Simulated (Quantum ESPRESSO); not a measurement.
# NiSO4: spin-resolved density of states, part 2 of 2

Where do the states of the two spins of NiSO4 lie?

Quantum ESPRESSO 7.5; LDA with U = 6 eV on Ni d (ortho-atomic projectors); plane waves with GBRV 1.5 LDA potentials, no spin-orbit coupling.

So far, absolute magnetization (μB): step 2 (the magnetic state) 3.84.

## 3. Projected density of states

Level of this step: LDA with U = 6 eV on Ni d (ortho-atomic projectors); plane waves with GBRV 1.5 LDA potentials, no spin-orbit coupling, projections on orthogonalised atomic orbitals (Quantum ESPRESSO).

File projwfc.in:

```
&PROJWFC
  prefix = 'pwscf'
  outdir = './tmp'
  filpdos = 'pdos'
  ngauss = 0
  degauss = 0.01
  DeltaE = 0.05
  Emin = -1.67
  Emax = 12.33
/
```

Command:

```sh
$ OMP_NUM_THREADS=1 mpirun -n 4 projwfc.x -nk 4 -in projwfc.in > projwfc.out
```

Log:

```text
[banner, memory and clock lines left out]
Program PROJWFC v.7.5 starts

     [... lines left out ...]
     IMPORTANT: XC functional enforced from input :
     Exchange-correlation= PZ
                           (   1   1   0   0   0   0   0)
     Any further DFT definition will be discarded
     Please, verify this is what you really want

     G-vector sticks info

     Check: negative core charge=   -0.000007

     Gaussian broadening (read from input): ngauss,degauss=   0    0.010000

     Calling projwave ....

  Problem Sizes
  natomwfc =           66
  nbnd     =           67
  nkstot   =          136
  npwx     =         3715
  nkb      =          176

     Atomic states used for projection
     (read from pseudopotential files):

     state #   1: atom   1 (Ni1), wfc  1 (l=0 m= 1)
     state #   2: atom   1 (Ni1), wfc  2 (l=1 m= 1)
     state #   3: atom   1 (Ni1), wfc  2 (l=1 m= 2)
     state #   4: atom   1 (Ni1), wfc  2 (l=1 m= 3)
     state #   5: atom   1 (Ni1), wfc  3 (l=2 m= 1)
     state #   6: atom   1 (Ni1), wfc  3 (l=2 m= 2)
     state #   7: atom   1 (Ni1), wfc  3 (l=2 m= 3)
     state #   8: atom   1 (Ni1), wfc  3 (l=2 m= 4)
     state #   9: atom   1 (Ni1), wfc  3 (l=2 m= 5)
     state #  10: atom   1 (Ni1), wfc  4 (l=0 m= 1)
     state #  11: atom   1 (Ni1), wfc  5 (l=1 m= 1)
     state #  12: atom   1 (Ni1), wfc  5 (l=1 m= 2)
     state #  13: atom   1 (Ni1), wfc  5 (l=1 m= 3)
     state #  14: atom   2 (Ni2), wfc  1 (l=0 m= 1)
     state #  15: atom   2 (Ni2), wfc  2 (l=1 m= 1)
     state #  16: atom   2 (Ni2), wfc  2 (l=1 m= 2)
     state #  17: atom   2 (Ni2), wfc  2 (l=1 m= 3)
     state #  18: atom   2 (Ni2), wfc  3 (l=2 m= 1)
     state #  19: atom   2 (Ni2), wfc  3 (l=2 m= 2)
     state #  20: atom   2 (Ni2), wfc  3 (l=2 m= 3)
     state #  21: atom   2 (Ni2), wfc  3 (l=2 m= 4)
     state #  22: atom   2 (Ni2), wfc  3 (l=2 m= 5)
     state #  23: atom   2 (Ni2), wfc  4 (l=0 m= 1)
     state #  24: atom   2 (Ni2), wfc  5 (l=1 m= 1)
     state #  25: atom   2 (Ni2), wfc  5 (l=1 m= 2)
     state #  26: atom   2 (Ni2), wfc  5 (l=1 m= 3)
     state #  27: atom   3 (S  ), wfc  1 (l=0 m= 1)
     state #  28: atom   3 (S  ), wfc  2 (l=1 m= 1)
     state #  29: atom   3 (S  ), wfc  2 (l=1 m= 2)
     state #  30: atom   3 (S  ), wfc  2 (l=1 m= 3)
     state #  31: atom   4 (S  ), wfc  1 (l=0 m= 1)
     state #  32: atom   4 (S  ), wfc  2 (l=1 m= 1)
     state #  33: atom   4 (S  ), wfc  2 (l=1 m= 2)
     state #  34: atom   4 (S  ), wfc  2 (l=1 m= 3)
     state #  35: atom   5 (O  ), wfc  1 (l=0 m= 1)
     state #  36: atom   5 (O  ), wfc  2 (l=1 m= 1)
     state #  37: atom   5 (O  ), wfc  2 (l=1 m= 2)
     state #  38: atom   5 (O  ), wfc  2 (l=1 m= 3)
     state #  39: atom   6 (O  ), wfc  1 (l=0 m= 1)
     state #  40: atom   6 (O  ), wfc  2 (l=1 m= 1)
     state #  41: atom   6 (O  ), wfc  2 (l=1 m= 2)
     state #  42: atom   6 (O  ), wfc  2 (l=1 m= 3)
     state #  43: atom   7 (O  ), wfc  1 (l=0 m= 1)
     state #  44: atom   7 (O  ), wfc  2 (l=1 m= 1)
     state #  45: atom   7 (O  ), wfc  2 (l=1 m= 2)
     state #  46: atom   7 (O  ), wfc  2 (l=1 m= 3)
     state #  47: atom   8 (O  ), wfc  1 (l=0 m= 1)
     state #  48: atom   8 (O  ), wfc  2 (l=1 m= 1)
     state #  49: atom   8 (O  ), wfc  2 (l=1 m= 2)
     state #  50: atom   8 (O  ), wfc  2 (l=1 m= 3)
     state #  51: atom   9 (O  ), wfc  1 (l=0 m= 1)
     state #  52: atom   9 (O  ), wfc  2 (l=1 m= 1)
     state #  53: atom   9 (O  ), wfc  2 (l=1 m= 2)
     state #  54: atom   9 (O  ), wfc  2 (l=1 m= 3)
     state #  55: atom  10 (O  ), wfc  1 (l=0 m= 1)
     state #  56: atom  10 (O  ), wfc  2 (l=1 m= 1)
     state #  57: atom  10 (O  ), wfc  2 (l=1 m= 2)
     state #  58: atom  10 (O  ), wfc  2 (l=1 m= 3)
     state #  59: atom  11 (O  ), wfc  1 (l=0 m= 1)
     state #  60: atom  11 (O  ), wfc  2 (l=1 m= 1)
     state #  61: atom  11 (O  ), wfc  2 (l=1 m= 2)
     state #  62: atom  11 (O  ), wfc  2 (l=1 m= 3)
     state #  63: atom  12 (O  ), wfc  1 (l=0 m= 1)
     state #  64: atom  12 (O  ), wfc  2 (l=1 m= 1)
     state #  65: atom  12 (O  ), wfc  2 (l=1 m= 2)
     state #  66: atom  12 (O  ), wfc  2 (l=1 m= 3)

 [... projections of the bands left out ...]

Lowdin Charges:

     Atom #   1: total charge =  17.6399, s =  2.4243, p =  7.0060, d =  8.2096,
                 spin up      =   9.6877, s =  1.2146,
                 spin up      =   9.6877, p =  3.5041, pz=  1.1706, px=  1.1567, py=  1.1768,
                 spin up      =   9.6877, d =  4.9690, dz2=  0.9911, dxz=  0.9937, dyz=  0.9956, dx2-y2=  0.9924, dxy=  0.9963,
                 spin down    =   7.9522, s =  1.2098,
                 spin down    =   7.9522, p =  3.5019, pz=  1.1688, px=  1.1572, py=  1.1759,
                 spin down    =   7.9522, d =  3.2406, dz2=  0.7945, dxz=  0.1517, dyz=  0.8961, dx2-y2=  0.4282, dxy=  0.9700,
                 polarization =   1.7355, s =  0.0048, p =  0.0023, d =  1.7284,
     Atom #   2: total charge =  17.6399, s =  2.4243, p =  7.0060, d =  8.2096,
                 spin up      =   7.9522, s =  1.2098,
                 spin up      =   7.9522, p =  3.5019, pz=  1.1688, px=  1.1572, py=  1.1759,
                 spin up      =   7.9522, d =  3.2406, dz2=  0.7945, dxz=  0.1517, dyz=  0.8961, dx2-y2=  0.4282, dxy=  0.9700,
                 spin down    =   9.6877, s =  1.2146,
                 spin down    =   9.6877, p =  3.5041, pz=  1.1706, px=  1.1567, py=  1.1768,
                 spin down    =   9.6877, d =  4.9690, dz2=  0.9911, dxz=  0.9937, dyz=  0.9956, dx2-y2=  0.9924, dxy=  0.9963,
                 polarization =  -1.7355, s = -0.0048, p = -0.0023, d = -1.7284,
     Atom #   3: total charge =   3.6890, s =  1.1097, p =  2.5793, d =  0.0000,
                 spin up      =   1.8445, s =  0.5549,
                 spin up      =   1.8445, p =  1.2896, pz=  0.4153, px=  0.4426, py=  0.4317,
                 spin up      =   1.8445, d =  0.0000, dz2=  0.0000, dxz=  0.0000, dyz=  0.0000, dx2-y2=  0.0000, dxy=  0.0000,
                 spin down    =   1.8445, s =  0.5549,
                 spin down    =   1.8445, p =  1.2896, pz=  0.4153, px=  0.4426, py=  0.4317,
                 spin down    =   1.8445, d =  0.0000, dz2=  0.0000, dxz=  0.0000, dyz=  0.0000, dx2-y2=  0.0000, dxy=  0.0000,
                 polarization =  -0.0000, s = -0.0000, p = -0.0000, d =  0.0000,
     Atom #   4: total charge =   3.6890, s =  1.1097, p =  2.5793, d =  0.0000,
                 spin up      =   1.8445, s =  0.5549,
                 spin up      =   1.8445, p =  1.2896, pz=  0.4153, px=  0.4426, py=  0.4317,
                 spin up      =   1.8445, d =  0.0000, dz2=  0.0000, dxz=  0.0000, dyz=  0.0000, dx2-y2=  0.0000, dxy=  0.0000,
                 spin down    =   1.8445, s =  0.5549,
                 spin down    =   1.8445, p =  1.2896, pz=  0.4153, px=  0.4426, py=  0.4317,
                 spin down    =   1.8445, d =  0.0000, dz2=  0.0000, dxz=  0.0000, dyz=  0.0000, dx2-y2=  0.0000, dxy=  0.0000,
                 polarization =  -0.0000, s = -0.0000, p = -0.0000, d =  0.0000,
     Atom #   5: total charge =   6.5747, s =  1.7182, p =  4.8565, d =  0.0000,
                 spin up      =   3.2980, s =  0.8632,
                 spin up      =   3.2980, p =  2.4347, pz=  0.7689, px=  0.8885, py=  0.7773,
                 spin up      =   3.2980, d =  0.0000, dz2=  0.0000, dxz=  0.0000, dyz=  0.0000, dx2-y2=  0.0000, dxy=  0.0000,
                 spin down    =   3.2767, s =  0.8549,
                 spin down    =   3.2767, p =  2.4218, pz=  0.7667, px=  0.8892, py=  0.7660,
                 spin down    =   3.2767, d =  0.0000, dz2=  0.0000, dxz=  0.0000, dyz=  0.0000, dx2-y2=  0.0000, dxy=  0.0000,
                 polarization =   0.0212, s =  0.0083, p =  0.0129, d =  0.0000,
     Atom #   6: total charge =   6.5747, s =  1.7182, p =  4.8565, d =  0.0000,
                 spin up      =   3.2767, s =  0.8549,
                 spin up      =   3.2767, p =  2.4218, pz=  0.7667, px=  0.8892, py=  0.7660,
                 spin up      =   3.2767, d =  0.0000, dz2=  0.0000, dxz=  0.0000, dyz=  0.0000, dx2-y2=  0.0000, dxy=  0.0000,
                 spin down    =   3.2980, s =  0.8632,
                 spin down    =   3.2980, p =  2.4347, pz=  0.7689, px=  0.8885, py=  0.7773,
                 spin down    =   3.2980, d =  0.0000, dz2=  0.0000, dxz=  0.0000, dyz=  0.0000, dx2-y2=  0.0000, dxy=  0.0000,
                 polarization =  -0.0212, s = -0.0083, p = -0.0129, d =  0.0000,
     Atom #   7: total charge =   6.5747, s =  1.7182, p =  4.8565, d =  0.0000,
                 spin up      =   3.2980, s =  0.8632,
                 spin up      =   3.2980, p =  2.4347, pz=  0.7689, px=  0.8885, py=  0.7773,
                 spin up      =   3.2980, d =  0.0000, dz2=  0.0000, dxz=  0.0000, dyz=  0.0000, dx2-y2=  0.0000, dxy=  0.0000,
                 spin down    =   3.2767, s =  0.8549,
                 spin down    =   3.2767, p =  2.4218, pz=  0.7667, px=  0.8892, py=  0.7660,
                 spin down    =   3.2767, d =  0.0000, dz2=  0.0000, dxz=  0.0000, dyz=  0.0000, dx2-y2=  0.0000, dxy=  0.0000,
                 polarization =   0.0212, s =  0.0083, p =  0.0129, d =  0.0000,
     Atom #   8: total charge =   6.5747, s =  1.7182, p =  4.8565, d =  0.0000,
                 spin up      =   3.2767, s =  0.8549,
                 spin up      =   3.2767, p =  2.4218, pz=  0.7667, px=  0.8892, py=  0.7660,
                 spin up      =   3.2767, d =  0.0000, dz2=  0.0000, dxz=  0.0000, dyz=  0.0000, dx2-y2=  0.0000, dxy=  0.0000,
                 spin down    =   3.2980, s =  0.8632,
                 spin down    =   3.2980, p =  2.4347, pz=  0.7689, px=  0.8885, py=  0.7773,
                 spin down    =   3.2980, d =  0.0000, dz2=  0.0000, dxz=  0.0000, dyz=  0.0000, dx2-y2=  0.0000, dxy=  0.0000,
                 polarization =  -0.0212, s = -0.0083, p = -0.0129, d =  0.0000,
     Atom #   9: total charge =   6.5096, s =  1.6964, p =  4.8132, d =  0.0000,
                 spin up      =   3.2548, s =  0.8482,
                 spin up      =   3.2548, p =  2.4066, pz=  0.8311, px=  0.7306, py=  0.8449,
                 spin up      =   3.2548, d =  0.0000, dz2=  0.0000, dxz=  0.0000, dyz=  0.0000, dx2-y2=  0.0000, dxy=  0.0000,
                 spin down    =   3.2548, s =  0.8482,
                 spin down    =   3.2548, p =  2.4066, pz=  0.8311, px=  0.7306, py=  0.8449,
                 spin down    =   3.2548, d =  0.0000, dz2=  0.0000, dxz=  0.0000, dyz=  0.0000, dx2-y2=  0.0000, dxy=  0.0000,
                 polarization =   0.0000, s = -0.0000, p =  0.0000, d =  0.0000,
     Atom #  10: total charge =   6.5096, s =  1.6964, p =  4.8132, d =  0.0000,
                 spin up      =   3.2548, s =  0.8482,
                 spin up      =   3.2548, p =  2.4066, pz=  0.8311, px=  0.7306, py=  0.8449,
                 spin up      =   3.2548, d =  0.0000, dz2=  0.0000, dxz=  0.0000, dyz=  0.0000, dx2-y2=  0.0000, dxy=  0.0000,
                 spin down    =   3.2548, s =  0.8482,
                 spin down    =   3.2548, p =  2.4066, pz=  0.8311, px=  0.7306, py=  0.8449,
                 spin down    =   3.2548, d =  0.0000,
```

Elapsed: 5.4 s, on 4 MPI ranks of AMD EPYC 9R14 (Zen 4), shared host; peak memory 0.45 GiB.

The density of states has structure finer than the step of the table below, so its rows give means over 0.5 eV, whole bins alone (the curve runs from -9.00 to 5.05 eV). Peaks (eV: height): up -4.65: 5.54, -4.05: 5.49, -3.40: 5.49, -2.25: 6.39; down -4.65: 5.54, -4.05: 5.49, -3.40: 5.49, -2.25: 6.39; Ni1 d up -8.70: 0.57, -6.65: 1.89, -6.15: 2.09, -5.55: 2.18; Ni1 d down -4.05: 2.16, 2.35: 3.1; Ni2 d up -4.05: 2.16, 2.35: 3.1.

Gaussian broadening of 0.136 eV on the SCF mesh. The density of states by energy, zero at the Fermi level; means over each step; 7 of 10 lines; values in states/eV/cell:

| energy (eV) | up | down | Ni1 d up | Ni1 d down | Ni2 d up | Ni2 d down | S3 p up |
| --- | --- | --- | --- | --- | --- | --- | --- |
| -8.5 | 3.83 | 3.83 | 0.451 | 0.0544 | 0.0544 | 0.451 | 0.319 |
| -8.0 | 3.43 | 3.43 | 0.282 | 0.0601 | 0.0601 | 0.282 | 0.295 |
| -7.5 | 2.52 | 2.52 | 0.130 | 0.0412 | 0.0412 | 0.130 | 0.244 |
| -7.0 | 1.40 | 1.40 | 0.683 | 0.0232 | 0.0232 | 0.683 | 0.0200 |
| -6.5 | 3.16 | 3.16 | 1.64 | 0.0533 | 0.0533 | 1.64 | 0.0356 |
| -6.0 | 3.44 | 3.44 | 1.98 | 0.110 | 0.110 | 1.98 | 0.0390 |
| -5.5 | 4.62 | 4.62 | 1.75 | 0.455 | 0.455 | 1.75 | 0.0644 |
| -5.0 | 4.31 | 4.31 | 0.631 | 0.894 | 0.894 | 0.631 | 0.0497 |
| -4.5 | 4.78 | 4.78 | 0.337 | 1.18 | 1.18 | 0.337 | 0.0591 |
| -4.0 | 4.87 | 4.87 | 0.219 | 1.73 | 1.73 | 0.219 | 0.0441 |
| -3.5 | 4.92 | 4.92 | 0.287 | 0.841 | 0.841 | 0.287 | 0.0315 |
| -3.0 | 3.85 | 3.85 | 0.417 | 0.365 | 0.365 | 0.417 | 0.0221 |
| -2.5 | 4.60 | 4.60 | 0.213 | 0.229 | 0.229 | 0.213 | 0.0123 |
| -2.0 | 5.05 | 5.05 | 0.221 | 0.244 | 0.244 | 0.221 | 0.0123 |
| -1.5 | 2.96 | 2.96 | 0.152 | 0.116 | 0.116 | 0.152 | 0.00879 |
| -1.0 | 0.0775 | 0.0775 | 0.00380 | 0.00266 | 0.00266 | 0.00381 | 5.2e-5 |
| -0.5 | 0 | 0 | 0 | 0 | 0 | 0 | 0 |
| 0.0 | 0 | 0 | 0 | 0 | 0 | 0 | 0 |
| 0.5 | 0 | 0 | 0 | 0 | 0 | 0 | 0 |
| 1.0 | 0 | 0 | 0 | 0 | 0 | 0 | 0 |
| 1.5 | 0.00202 | 0.00202 | 0 | 0.00164 | 0.00164 | 0 | 4.0e-5 |
| 2.0 | 1.88 | 1.88 | 0.00274 | 1.49 | 1.49 | 0.00274 | 0.0385 |
| 2.5 | 2.13 | 2.13 | 0.00306 | 1.69 | 1.69 | 0.00306 | 0.0246 |
| 3.0 | 0.165 | 0.165 | 1.6e-4 | 0.00637 | 0.00637 | 1.6e-4 | 0.00541 |
| 3.5 | 0.238 | 0.238 | 3.7e-4 | 0.00534 | 0.00534 | 3.7e-4 | 0.00894 |
| 4.0 | 0.820 | 0.820 | 0.00187 | 0.0194 | 0.0194 | 0.00187 | 0.0342 |
| 4.5 | 1.30 | 1.30 | 0.00401 | 0.0403 | 0.0403 | 0.00401 | 0.0776 |

## 4. What came out

| Property | Result |
| --- | --- |
| state | antiferromagnetic |
| largest moment in a sphere | 1.69 μB |

In words: The most distinct maxima of the density of states (up) lie at -5.50, -4.65, -4.05, -3.40 and -2.25 eV, the highest at -2.25 eV. These are Kohn–Sham states without spin–orbit coupling, on the mesh of the self-consistent run. The moments are opposed on like sites, so the totals of the two spins are equal and the projections on single atoms show the splitting.

[Logs and program files are shortened in this print: banners, set-up blocks, solver, clock and traceback lines can be left out without a mark of their own.]

[Logs are printed without paths, hosts, clocks, repeated set-up lines and the standing remarks that a program may print on its own settings, such as how far it seeks lower states.]

[Hosts, paths, dates, database ids (printed as entryN), source tags and the programs' standing remarks are cut or masked in the printed files.]

[Where a cell is said to come from a database of computed structures, the database is the Materials Project.]
